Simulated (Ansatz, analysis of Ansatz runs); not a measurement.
# A hop of H in Li5NbO5 (C2/m), charge +1, part 2 of 3

Aim: the barrier of one jump in Li5NbO5 (C2/m) at charge +1: H transfer from O to O. The model is a cell of 88 host atoms with 1 H put in; H is the atom that moves.

Ansatz 0.2.0; plane-wave PAW DFT, PBEsol; nudged elastic band between two relaxed defect structures at fixed charge in a uniform background.

So far: Starting point; Relaxation of the start point, charge +1.

## (3) Relaxation of the end point, charge +1

Level of this step: plane-wave PAW DFT, PBEsol; relaxation of all atoms of a defect supercell at fixed charge in a uniform background (Ansatz).

The end point is relaxed in the same cell and settings, so that the two energies compare. Atoms more than 3.2 Å from the middle of the hop start where the first relaxation left them, the nearer ones on or close to their ideal places, with small random displacements.

Contents of qp1.end/input.yaml:

```yaml
crystal:
  lattice:
    - [9.64854378, -4.00795932, 0.00669279]
    - [9.64854378, 4.00795932, 0.00669279]
    - [-3.7205883, 0.0, 10.93780668]
  atoms:
    - { symbol: Li, position: [0.35558637, 0.35558637, 0.17163026] }
    - { symbol: Li, position: [0.3452938, 0.3452938, 0.43105463] }
[... 5 atom lines left out ...]
    - { symbol: O, position: [0.42117347, 0.42117347, 0.34089219] }
[... 15 atom lines left out ...]
    - { symbol: Li, position: [0.3452938, 0.8452938, 0.43105463] }
[... 2 atom lines left out ...]
    - { symbol: Li, position: [0.14441363, 0.64441363, 0.32836974] }
[... 14 atom lines left out ...]
    - { symbol: O, position: [0.25, 0.75, 0.5] }
[... 3 atom lines left out ...]
    - { symbol: Li, position: [0.8452938, 0.3452938, 0.43105463] }
[... 2 atom lines left out ...]
    - { symbol: Li, position: [0.64441363, 0.14441363, 0.32836974] }
[... 14 atom lines left out ...]
    - { symbol: O, position: [0.75, 0.25, 0.5] }
[... 4 atom lines left out ...]
    - { symbol: Li, position: [0.5, 0.5, 0.25] }
[... 7 atom lines left out ...]
    - { symbol: O, position: [0.57319463, 0.57319463, 0.41308126] }
[... 5 atom lines left out ...]
    - { symbol: Nb, position: [0.5, 0.5, 0.5] }
[... 5 atom lines left out ...]
    - { symbol: H, position: [0.474563, 0.474563, 0.366483] }
total_charge: 1
basis:
  ecutwfc: 420
  xc_grid: 2
hamiltonian:
  xc: pbesol
kpoints:
  mp_grid: { grid: [1, 1, 1], shift: [0.25, 0.25, 0.25] }
scf:
  occupations: { method: fixed }
  max_iter: 150
output:
  forces: true
relax:
  f_tol: 0.02
  max_steps: 70
  random_displacement: { amplitude: 0.01, seed: 268 }
```

Command:

```console
ansatz run input.yaml --threads 32 --pin off --max-ram 84787MiB --backend cuda --events-out ev --progress --plain --runs-dir out --max-vram 78GiB
```

Numbers of over 12 decimals in the logs are rounded to 6 here.

Output:

```text
[...]
Crystal: 89 atoms, lattice volume = 846.151 Å³
Basis set: ecut = 420 eV, 16581 PW (Γ), exchange–correlation on 144×144×160 points (8 copies of the dense FFT grid, shifted against one another)
Bands: 321, of which v1, the nominal top of the filled ones, is band 232 counted from 1 (231 counted from 0)
Symmetry: 1 space group operations
k-points: 1
[...]
SCF iter   1: F=—  HF=-66636.029028 eV  |F-HF|=—  |Δ(HF+E_count)|=         —  Δρ=1.30e-2  dr2=1.69e0  ethr=1.77e-3  ⟨swp⟩=5.0  Hψ=1077  notcnv=0  defer=87
[...]
SCF iter   3: F=—  HF=-66635.648766 eV  |F-HF|=—  |Δ(HF+E_count)|=   4.21e-2  Δρ=1.91e-3  dr2=3.86e-2  ethr=4.79e-5  ⟨swp⟩=2.0  Hψ=389  notcnv=0  defer=68
[...]
SCF 1 converged in 9 iterations: F = -66635.641169 eV  dr2 = 5.56e-6
[...]
- { symbol: O, position: [0.074534, 0.572119, 0.915141] }
    - { symbol: Li, position: [0.860850, 0.355299, 0.174396] }
    - { symbol: Li, position: [0.848414, 0.344775, 0.430026] }
    - { symbol: Li, position: [0.500868, -0.002739, 0.250963] }
[...]
- { symbol: Nb, position: [0.509528, -0.009078, 0.000816] }
    - { symbol: O, position: [0.927421, 0.425343, 0.086703] }
    - { symbol: O, position: [0.920709, 0.422264, 0.341521] }
[...]
- { symbol: Nb, position: [0.489861, 0.012173, 0.502007] }
[...]
- { symbol: Nb, position: [0.512140, 0.491242, 0.002325] }
[...]
- { symbol: Li, position: [0.848034, 0.845781, 0.932863] }
    - { symbol: Li, position: [0.493757, 0.498871, 0.755928] }
    - { symbol: Li, position: [0.656914, 0.662392, 0.568007] }
    - { symbol: Li, position: [0.650259, 0.645879, 0.835364] }
    - { symbol: Nb, position: [0.514171, 0.498832, 0.512896] }
[...]
- { symbol: O, position: [0.921121, 0.923116, 0.842500] }
    - { symbol: O, position: [0.741018, 0.746080, 0.497200] }
    - { symbol: O, position: [0.582173, 0.579962, 0.663165] }
    - { symbol: O, position: [0.572850, 0.571334, 0.913617] }
    - { symbol: H, position: [0.428961, 0.424518, 0.258684] }
```

It took 8.3 s on 1 × NVIDIA GB200 with 32 threads of Arm Neoverse V2, shared host; peak memory 1.4 GiB; 46 s of CPU time.

Relaxation path:

| step | energy less that of the first step (eV) | largest force component (eV/Å) |
| --- | --- | --- |
| 1 | 0.0000 | 15.5367 |
| 5 | -4.1988 | 0.9327 |
| 9 | -4.5201 | 1.0511 |
| 13 | -4.5756 | 0.0251 |
| 14 | -4.5758 | 0.0127 |

The atoms that moved most (Å, from the sites as typed, ahead of the random displacement):

| atom | dx | dy | dz | length |
| --- | --- | --- | --- | --- |
| H89 | -0.521 | -0.019 | -1.180 | 1.290 |
| Li69 | 0.405 | 0.045 | -0.048 | 0.410 |
| Li1 | -0.273 | -0.022 | -0.203 | 0.341 |
| O52 | 0.250 | -0.094 | -0.060 | 0.274 |
| O86 | -0.148 | -0.001 | 0.165 | 0.221 |
| O7 | 0.020 | -0.007 | 0.204 | 0.205 |
| O20 | -0.082 | -0.011 | 0.160 | 0.180 |
| O42 | -0.097 | -0.036 | -0.140 | 0.174 |

Neighbours of H89 at the end:

| atom | distance (Å) |
| --- | --- |
| O8 | 0.992 |
| Li1 | 1.757 |
| O7 | 1.800 |
| Li69 | 1.857 |
| Li49 | 2.353 |
| Li27 | 2.375 |
| O54 | 2.773 |
| O77 | 2.794 |
| O32 | 2.795 |
| Nb83 | 2.845 |

This step gave:

```
free energy                                                                                       : -66640.2170 eV
r.m.s. move of the farther half of the atoms                                                      : 0.04645 Å
largest move from the ideal geometry of this structure, a common shift of the far atoms taken out : 1.301 Å
```

The relaxation gained 4.576 eV and ended with a largest force component of 0.013 eV/Å. The end lies 0.285 eV below the start.

## (4) Nudged elastic band, charge +1

5 movable images are laid between the ends on a pair-potential path, which keeps atoms from colliding in the first guess. Each image feels the true force across the path and a spring force along it. The highest image is set to climb to the top of the path.

This step: plane-wave PAW DFT, PBEsol; nudged elastic band between two relaxed defect structures at fixed charge in a uniform background.

Contents of qp1.neb/input.yaml:

```yaml
crystal:
  lattice:
    - [9.64854378, -4.00795932, 0.00669279]
    - [9.64854378, 4.00795932, 0.00669279]
    - [-3.7205883, 0.0, 10.93780668]
  atoms:
    - { symbol: Li, position: [0.35503222, 0.35594454, 0.17114748] }
    - { symbol: Li, position: [0.33549386, 0.34226474, 0.42714061] }
    - { symbol: Li, position: [-0.00368804, 0.0042054, 0.25080328] }
    - { symbol: Li, position: [0.15341015, 0.15803302, 0.06913003] }
    - { symbol: Li, position: [0.140279, 0.14703366, 0.32999683] }
    - { symbol: Nb, position: [0.00663742, -0.00575078, 0.00190938] }
    - { symbol: O, position: [0.42263796, 0.43067942, 0.08830363] }
    - { symbol: O, position: [0.41789349, 0.42414021, 0.34328507] }
    - { symbol: O, position: [0.24284017, 0.24610802, 0.00018289] }
    - { symbol: O, position: [0.07376786, 0.08261019, 0.15933996] }
    - { symbol: O, position: [0.08050619, 0.06489856, 0.41488272] }
    - { symbol: Li, position: [0.3514135, 0.35697943, 0.67793194] }
    - { symbol: Li, position: [0.34561195, 0.34863101, 0.93077652] }
    - { symbol: Li, position: [-0.00355719, 0.00177211, 0.75303206] }
    - { symbol: Li, position: [0.15781746, 0.14662435, 0.57344392] }
    - { symbol: Li, position: [0.14413675, 0.14470386, 0.83128961] }
    - { symbol: Nb, position: [0.01530062, -0.01992993, 0.50033806] }
    - { symbol: O, position: [0.42420851, 0.42250811, 0.58820577] }
    - { symbol: O, position: [0.41640299, 0.42571558, 0.83984964] }
    - { symbol: O, position: [0.23994733, 0.25210648, 0.48467054] }
    - { symbol: O, position: [0.07568192, 0.07563563, 0.65948541] }
    - { symbol: O, position: [0.06933011, 0.07608084, 0.91486263] }
    - { symbol: Li, position: [0.34993206, 0.86335667, 0.17159816] }
    - { symbol: Li, position: [0.34369339, 0.84607815, 0.42693449] }
    - { symbol: Li, position: [0.00083415, 0.50671765, 0.24482636] }
    - { symbol: Li, position: [0.15229527, 0.65756636, 0.06849798] }
    - { symbol: Li, position: [0.14283476, 0.64152209, 0.32694841] }
    - { symbol: Nb, position: [0.00728715, 0.49236336, 9.032e-05] }
    - { symbol: O, position: [0.42304998, 0.93009215, 0.08735969] }
    - { symbol: O, position: [0.41409403, 0.92822323, 0.33856553] }
    - { symbol: O, position: [0.24034112, 0.74544726, -0.00494735] }
    - { symbol: O, position: [0.07647701, 0.58051105, 0.15921233] }
    - { symbol: O, position: [0.07013776, 0.56842187, 0.41123222] }
    - { symbol: Li, position: [0.35682163, 0.85383773, 0.67290822] }
    - { symbol: Li, position: [0.34439659, 0.84873518, 0.93063791] }
    - { symbol: Li, position: [-0.00437808, 0.50178353, 0.75308114] }
    - { symbol: Li, position: [0.14408154, 0.64888783, 0.57014918] }
    - { symbol: Li, position: [0.14300636, 0.64890734, 0.83341553] }
    - { symbol: Nb, position: [-0.01723957, 0.50934987, 0.50050222] }
    - { symbol: O, position: [0.42843877, 0.92520571, 0.58681728] }
    - { symbol: O, position: [0.41954433, 0.92307078, 0.83977631] }
    - { symbol: O, position: [0.26513677, 0.74750983, 0.49120587] }
    - { symbol: O, position: [0.06965304, 0.58003128, 0.65763883] }
    - { symbol: O, position: [0.06878837, 0.57553216, 0.91387487] }
    - { symbol: Li, position: [0.85329574, 0.35897299, 0.17512759] }
    - { symbol: Li, position: [0.87678736, 0.30962293, 0.44589412] }
    - { symbol: Li, position: [0.49175477, 0.00963099, 0.24897305] }
    - { symbol: Li, position: [0.65370208, 0.15724176, 0.06901997] }
    - { symbol: Li, position: [0.64471111, 0.14209727, 0.32758775] }
    - { symbol: Nb, position: [0.50761119, -0.00715371, 0.00047884] }
    - { symbol: O, position: [0.92352286, 0.43074013, 0.09084129] }
    - { symbol: O, position: [0.89441963, 0.42347271, 0.34762294] }
    - { symbol: O, position: [0.74048083, 0.24649518, -0.00404413] }
    - { symbol: O, position: [0.57489696, 0.08203775, 0.15932269] }
    - { symbol: O, position: [0.57048924, 0.0770705, 0.41490928] }
    - { symbol: Li, position: [0.85574147, 0.35373, 0.67552044] }
    - { symbol: Li, position: [0.84494368, 0.34727548, 0.93275918] }
    - { symbol: Li, position: [0.49858746, 0.00012263, 0.75216501] }
    - { symbol: Li, position: [0.65695681, 0.14140291, 0.57154353] }
    - { symbol: Li, position: [0.64417512, 0.14828057, 0.83314577] }
    - { symbol: Nb, position: [0.48523172, 0.0121936, 0.49949611] }
    - { symbol: O, position: [0.9268412, 0.42556978, 0.59167823] }
    - { symbol: O, position: [0.91723031, 0.42358217, 0.84163259] }
    - { symbol: O, position: [0.75531624, 0.25600683, 0.49176795] }
    - { symbol: O, position: [0.57369302, 0.07987367, 0.65823771] }
    - { symbol: O, position: [0.56898746, 0.0762827, 0.91392604] }
    - { symbol: Li, position: [0.85475794, 0.85711705, 0.17211642] }
    - { symbol: Li, position: [0.83898593, 0.84480015, 0.42871189] }
    - { symbol: Li, position: [0.48465809, 0.50852501, 0.24780116] }
    - { symbol: Li, position: [0.65358263, 0.65817805, 0.06663259] }
    - { symbol: Li, position: [0.6354734, 0.68065592, 0.31878432] }
    - { symbol: Nb, position: [0.50664887, 0.49523849, 0.00261366] }
    - { symbol: O, position: [0.92331136, 0.93027478, 0.0888516] }
    - { symbol: O, position: [0.91982135, 0.91962627, 0.343428] }
    - { symbol: O, position: [0.74359979, 0.74619853, 0.00077577] }
    - { symbol: O, position: [0.57158126, 0.5867101, 0.15841868] }
    - { symbol: O, position: [0.57262886, 0.57857822, 0.40625783] }
    - { symbol: Li, position: [0.85294873, 0.85926497, 0.6768347] }
    - { symbol: Li, position: [0.84479607, 0.84904126, 0.93106546] }
    - { symbol: Li, position: [0.4929998, 0.50281026, 0.75713955] }
    - { symbol: Li, position: [0.64639814, 0.65645495, 0.57089796] }
    - { symbol: Li, position: [0.64318914, 0.6458947, 0.83089121] }
    - { symbol: Nb, position: [0.50560725, 0.48050403, 0.50581109] }
    - { symbol: O, position: [0.92908912, 0.92154823, 0.5863308] }
    - { symbol: O, position: [0.91670391, 0.92509256, 0.84019003] }
    - { symbol: O, position: [0.74288044, 0.75239591, 0.4827102] }
    - { symbol: O, position: [0.57424212, 0.57716694, 0.65735785] }
    - { symbol: O, position: [0.56903944, 0.5760081, 0.9138542] }
    - { symbol: H, position: [0.68960435, 0.50686866, 0.37424081] }
total_charge: 1
basis:
  ecutwfc: 420
  xc_grid: 2
hamiltonian:
  xc: pbesol
kpoints:
  mp_grid: { grid: [1, 1, 1], shift: [0.25, 0.25, 0.25] }
scf:
  occupations: { method: fixed }
  max_iter: 150
output:
  forces: true
neb:
  images: 5
  f_tol: 0.04
  climbing: true
  initial_path: idpp
  max_iterations: 45
  order_check: true
  final_atoms:
    - { symbol: Li, position: [0.33694564, 0.33656216, 0.15237199] }
    - { symbol: Li, position: [0.33759164, 0.34782655, 0.42834803] }
[... 5 atom lines left out ...]
    - { symbol: O, position: [0.40935529, 0.41396161, 0.33337814] }
[... 15 atom lines left out ...]
    - { symbol: Li, position: [0.34234503, 0.84978391, 0.42940274] }
[... 2 atom lines left out ...]
    - { symbol: Li, position: [0.13623117, 0.64945176, 0.32915525] }
[... 14 atom lines left out ...]
    - { symbol: O, position: [0.2434547, 0.73939013, 0.48645291] }
[... 3 atom lines left out ...]
    - { symbol: Li, position: [0.84500768, 0.34603342, 0.42930495] }
[... 2 atom lines left out ...]
    - { symbol: Li, position: [0.64612093, 0.14011303, 0.32980205] }
[... 14 atom lines left out ...]
    - { symbol: O, position: [0.73508355, 0.24852328, 0.486422] }
[... 4 atom lines left out ...]
    - { symbol: Li, position: [0.51091083, 0.52714643, 0.24485544] }
[... 7 atom lines left out ...]
    - { symbol: O, position: [0.56505246, 0.57627996, 0.41252134] }
[... 5 atom lines left out ...]
    - { symbol: Nb, position: [0.51076456, 0.50009105, 0.51217446] }
[... 5 atom lines left out ...]
    - { symbol: H, position: [0.42555502, 0.42577676, 0.25796258] }
```

Output:

```text
[...]
Warning: neb: disabling space-group detection — the band's intermediate images generally break the endpoint symmetry, so the full k-mesh is solved, and no spatial operation symmetrises the density, except that a semilocal band can use its path's symmetry [...]
[...]
parallel-image band execution: 3 concurrent image workers
NEB image 0
[...]
Crystal: 89 atoms, lattice volume = 846.151 Å³
Basis set: ecut = 420 eV, 16581 PW (Γ), exchange–correlation on 144×144×160 points (8 copies of the dense FFT grid, shifted against one another)
Bands: 321, of which v1, the nominal top of the filled ones, is band 232 counted from 1 (231 counted from 0)
Symmetry: 1 space group operations
k-points: 1
[...]
SCF iter   1: F=—  HF=-66640.219841 eV  |F-HF|=—  |Δ(HF+E_count)|=         —  Δρ=1.21e-2  dr2=1.39e0  ethr=1.77e-3  ⟨swp⟩=5.0  Hψ=923  notcnv=0  defer=84
[...]
SCF iter   2: F=—  HF=-66639.958181 eV  |F-HF|=—  |Δ(HF+E_count)|=   2.62e-1  Δρ=4.94e-3  dr2=1.60e-1  ethr=3.00e-4  ⟨swp⟩=2.0  Hψ=431  notcnv=0  defer=84
[...]
SCF iter  11: F=-66639.931610 eV  HF=-66639.931610 eV  |F-HF|=5.68e-10  |Δ(HF+E_count)|=   6.28e-8  Δρ=1.89e-6  dr2=3.54e-8  ethr=2.16e-11  ⟨swp⟩=4.0  Hψ=736  notcnv=0
SCF 1 converged in 11 iterations: F = -66639.931610 eV  dr2 = 3.54e-8
[...]
NSCF: frozen V_eff on 1 k-points
NEB image 6
[...]
SCF 2 converged in 11 iterations: F = -66640.216993 eV  dr2 = 4.10e-8
[...]
NEB end point (image 0): max|allowed force component| = 1.175e-2 eV/Å (the criterion of neb.relax_end_points is 1.000e-2)
[...]
SCF 3 converged in 11 iterations: F = -66638.362090 eV  dr2 = 6.38e-8
[...]
SCF 13 converged in 10 iterations: F = -66639.128363 eV  dr2 = 5.85e-8
[...]
SCF 23 converged in 8 iterations: F = -66639.766999 eV  dr2 = 6.71e-8
[...]
SCF 33 converged in 8 iterations: F = -66639.794392 eV  dr2 = 7.63e-8
[...]
SCF 43 converged in 8 iterations: F = -66639.757073 eV  dr2 = 2.62e-8
[...]
SCF 53 converged in 8 iterations: F = -66639.739925 eV  dr2 = 6.71e-8
[...]
SCF 63 converged in 9 iterations: F = -66639.670075 eV  dr2 = 8.67e-8
[...]
SCF 73 converged in 9 iterations: F = -66639.731588 eV  dr2 = 3.94e-8
[...]
SCF 83 converged in 8 iterations: F = -66639.789927 eV  dr2 = 6.59e-8
[...]
SCF 93 converged in 9 iterations: F = -66639.750423 eV  dr2 = 2.32e-8
[...]
SCF 103 converged in 8 iterations: F = -66639.715147 eV  dr2 = 5.16e-8
[...]
SCF 113 converged in 9 iterations: F = -66639.696083 eV  dr2 = 3.75e-8
[...]
SCF 123 converged in 8 iterations: F = -66639.687753 eV  dr2 = 8.67e-8
[...]
SCF 133 converged in 7 iterations: F = -66639.686220 eV  dr2 = 6.77e-8
[...]
SCF 143 converged in 10 iterations: F = -66639.699912 eV  dr2 = 4.32e-8
[...]
SCF 153 converged in 9 iterations: F = -66639.707943 eV  dr2 = 2.29e-8
[...]
SCF 163 converged in 8 iterations: F = -66639.720608 eV  dr2 = 9.02e-8
[...]
SCF 173 converged in 7 iterations: F = -66639.724256 eV  dr2 = 6.16e-8
[...]
SCF 183 converged in 7 iterations: F = -66639.729661 eV  dr2 = 5.97e-8
[...]
SCF 193 converged in 7 iterations: F = -66639.734492 eV  dr2 = 3.55e-8
[...]
SCF 203 converged in 5 iterations: F = -66639.289949 eV  dr2 = 7.85e-10
[...]
SCF 213 converged in 12 iterations: F = -66639.111774 eV  dr2 = 5.86e-10
[...]
SCF 223 converged in 12 iterations: F = -66639.169686 eV  dr2 = 4.07e-10
[...]
SCF 233 converged in 10 iterations: F = -66639.595816 eV  dr2 = 8.82e-8
[...]
- { symbol: O, position: [0.072281, 0.570568, 0.414012] }
    - { symbol: Li, position: [0.350623, 0.864554, 0.675560] }
    - { symbol: Li, position: [0.347245, 0.850683, 0.928837] }
    - { symbol: Li, position: [-0.006467, 0.503648, 0.751060] }
    - { symbol: Li, position: [0.139692, 0.656382, 0.571776] }
    - { symbol: Li, position: [0.140913, 0.647085, 0.829606] }
    - { symbol: Nb, position: [-0.017453, 0.510090, 0.497961] }
    - { symbol: O, position: [0.424940, 0.922282, 0.584389] }
    - { symbol: O, position: [0.421520, 0.923322, 0.839949] }
    - { symbol: O, position: [0.255836, 0.747259, 0.501423] }
    - { symbol: O, position: [0.068989, 0.581492, 0.658310] }
    - { symbol: O, position: [0.072271, 0.575444, 0.914323] }
    - { symbol: Li, position: [0.859163, 0.355207, 0.169898] }
    - { symbol: Li, position: [0.839438, 0.340005, 0.428075] }
    - { symbol: Li, position: [0.495709, 0.003832, 0.249289] }
    - { symbol: Li, position: [0.657792, 0.156531, 0.068207] }
    - { symbol: Li, position: [0.643353, 0.146941, 0.331076] }
    - { symbol: Nb, position: [0.508923, -0.004578, 0.001902] }
    - { symbol: O, position: [0.927320, 0.428037, 0.086814] }
    - { symbol: O, position: [0.919224, 0.418463, 0.339337] }
    - { symbol: O, position: [0.745059, 0.244916, -0.002232] }
    - { symbol: O, position: [0.574607, 0.084673, 0.160195] }
    - { symbol: O, position: [0.565663, 0.077760, 0.414153] }
    - { symbol: Li, position: [0.863532, 0.352033, 0.675870] }
    - { symbol: Li, position: [0.851259, 0.346081, 0.928486] }
    - { symbol: Li, position: [0.499572, -0.002319, 0.751141] }
    - { symbol: Li, position: [0.656196, 0.139204, 0.572035] }
    - { symbol: Li, position: [0.646905, 0.141362, 0.829446] }
    - { symbol: Nb, position: [0.483238, 0.009604, 0.498387] }
    - { symbol: O, position: [0.916814, 0.430027, 0.584259] }
    - { symbol: O, position: [0.919917, 0.424667, 0.839880] }
    - { symbol: O, position: [0.745644, 0.256676, 0.499532] }
    - { symbol: O, position: [0.578068, 0.072281, 0.658371] }
    - { symbol: O, position: [0.572186, 0.075718, 0.914329] }
    - { symbol: Li, position: [0.857375, 0.857616, 0.173970] }
    - { symbol: Li, position: [0.838764, 0.847836, 0.428420] }
    - { symbol: Li, position: [0.506528, 0.514482, 0.222441] }
    - { symbol: Li, position: [0.656536, 0.656769, 0.066779] }
    - { symbol: Li, position: [0.641530, 0.648164, 0.325808] }
    - { symbol: Nb, position: [0.512551, 0.489527, -0.005417] }
    - { symbol: O, position: [0.925889, 0.928582, 0.088298] }
    - { symbol: O, position: [0.917561, 0.921880, 0.344627] }
    - { symbol: O, position: [0.744894, 0.745722, -0.003980] }
    - { symbol: O, position: [0.580525, 0.583240, 0.152047] }
    - { symbol: O, position: [0.554408, 0.564364, 0.394294] }
    - { symbol: Li, position: [0.851797, 0.857443, 0.676272] }
    - { symbol: Li, position: [0.846952, 0.847089, 0.932061] }
    - { symbol: Li, position: [0.486917, 0.502982, 0.760358] }
    - { symbol: Li, position: [0.650260, 0.659715, 0.565261] }
    - { symbol: Li, position: [0.649253, 0.650401, 0.835044] }
    - { symbol: Nb, position: [0.507289, 0.487293, 0.525584] }
    - { symbol: O, position: [0.922297, 0.927504, 0.587510] }
    - { symbol: O, position: [0.920069, 0.923372, 0.840396] }
    - { symbol: O, position: [0.738823, 0.747407, 0.491557] }
    - { symbol: O, position: [0.577310, 0.582965, 0.663459] }
    - { symbol: O, position: [0.570595, 0.574999, 0.908679] }
    - { symbol: H, position: [0.483871, 0.504776, 0.354021] }
```

Wall time 67 s (1 × NVIDIA GB200 with 32 threads); peak memory 1.9 GiB.

The path, image by image:

| image | path (Å) | energy (eV) | H89: x, y, z (Å) |
| --- | --- | --- | --- |
| 0 | 0.000 | 0.0000 | 10.152, -0.732, 4.101 |
| 1 | 0.962 | 0.1949 | 9.474, -0.688, 3.872 |
| 2 | 1.924 | 0.3818 | 8.720, -0.486, 3.980 |
| 3 | 2.887 | 0.6417 | 8.222, 0.084, 3.879 |
| 4 | 3.546 | 0.1230 | 7.748, 0.132, 3.643 |
| 5 | 4.205 | -0.1399 | 7.425, 0.232, 3.207 |
| 6 | 4.864 | -0.2854 | 7.254, 0.001, 2.827 |

Read from the output:

- free energy: -66639.2899 eV
- barrier forward: 0.6417 eV
- barrier backward: 0.9270 eV
- end less start: -0.2854 eV
- hop length: 3.249 Å

[end of part 2 of 3]

[Logs are printed without paths, hosts, clocks, repeated set-up lines and the standing remarks that a program may print on its own settings, such as how far it seeks lower states.]

[Hosts, paths, dates, database ids (printed as entryN), source tags and the programs' standing remarks are cut or masked in the printed files.]
